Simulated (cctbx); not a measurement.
# What is wrong with this refinement?

Cell a = 8.3400 Å, b = 8.3400 Å, c = 6.2090 Å, α = 90.00°, β = 90.00°, γ = 120.00°; space group P6_3/mcm (no. 193).

Simulated single-crystal data (cctbx): synchrotron X-rays, λ = 0.4959 Å, to d = 0.8 Å, 50 % of the full sphere, strongest reflection 5000 counts, noise from counting, a 4 % proportional error and a noise floor of 2 counts (s.d.); no absorption.

An anisotropic refinement with weights 1/σ² prints:

```text
Rint 0.047, 160 unique reflections to 0.80 A
cycle     R1     wR2    GooF  max shift (A)
   1  0.0229  0.0574   1.963   0.00022
   2  0.0147  0.0347   1.188   0.00000
final R1 0.0147 wR2 0.0347 GooF 1.188  parameters 10  data/parameter 16.0
atom        x        y        z      Ueq    occ   su(xyz)  su(Uiso or U11)
Lu1    0.00000  0.76357  0.75000   0.0042  1.000  0.00006  0.0003
Tb1    0.66667  0.33333  0.50000   0.0027  1.000  0.00000  0.0003
Ti1    0.00000  0.40113  0.75000   0.0067  1.000  0.00026  0.0010
difference map: max 1.10 min -1.26 rms 0.30
Q1    0.2707  0.6354  0.0000   12    1.16  0.45 A from Tb1
Q2    0.1984  0.4686  0.7500   12    1.10  1.46 A from Ti1
Q3    0.2319  0.5857  0.7500   12    1.05  1.73 A from Tb1
Q4    0.0000  0.0000  0.1563    4    1.01  2.06 A from Lu1
Q5    0.0000  0.3747  0.1411   12    0.99  1.34 A from Lu1
Q6    0.0000  0.1986  0.5199   12    0.93  1.71 A from Lu1
```

**Question.** Can this result stand? If not, what is the likely fault?

Mend it. The fault: wrong element: Tb1 is Ho. Against the right model at the same level, R1 goes from 0.0131 to 0.0147 and GooF from 1.02 to 1.19 and U of Tb1 shrinks from 0.0042 to 0.0027 Å². Tb1 has 2 electrons too few and its U shrinks to make up, as expected (near an absorption edge f′ can widen the mismatch well beyond the difference in Z). The signs are weak, and the output alone doesn't single this fault out.

The compound is Ho2Lu3Ti3. The right model at the same level gives:

```text
Rint 0.047, 160 unique reflections to 0.80 A
cycle     R1     wR2    GooF  max shift (A)
   1  0.0148  0.0342   1.169   0.00049
   2  0.0131  0.0297   1.017   0.00000
final R1 0.0131 wR2 0.0297 GooF 1.017  parameters 10  data/parameter 16.0
atom        x        y        z      Ueq    occ   su(xyz)  su(Uiso or U11)
Lu1    0.00000  0.76356  0.75000   0.0036  1.000  0.00005  0.0002
Ho1    0.66667  0.33333  0.50000   0.0042  1.000  0.00000  0.0002
Ti1    0.00000  0.40104  0.75000   0.0061  1.000  0.00023  0.0009
difference map: max 1.07 min -1.31 rms 0.28
Q1    0.2001  0.4756  0.7500   12    1.10  1.46 A from Ti1
Q2    0.0000  0.3761  0.1379   12    1.08  1.36 A from Lu1
Q3    0.2297  0.5816  0.7500   12    1.05  1.75 A from Ho1
Q4    0.0000  0.1995  0.5194   12    0.98  1.70 A from Lu1
Q5    0.0000  0.0000  0.1569    4    0.90  2.05 A from Lu1
Q6    0.0941  0.3467  0.2500   12    0.81  0.86 A from Lu1
```

This is a model crystal, built by substitution and not relaxed, with assumed displacement parameters.

[Middle refinement cycles are left out of these outputs.]

[Logs are printed without paths, hosts, clocks, repeated set-up lines and the standing remarks that a program may print on its own settings, such as how far it seeks lower states.]
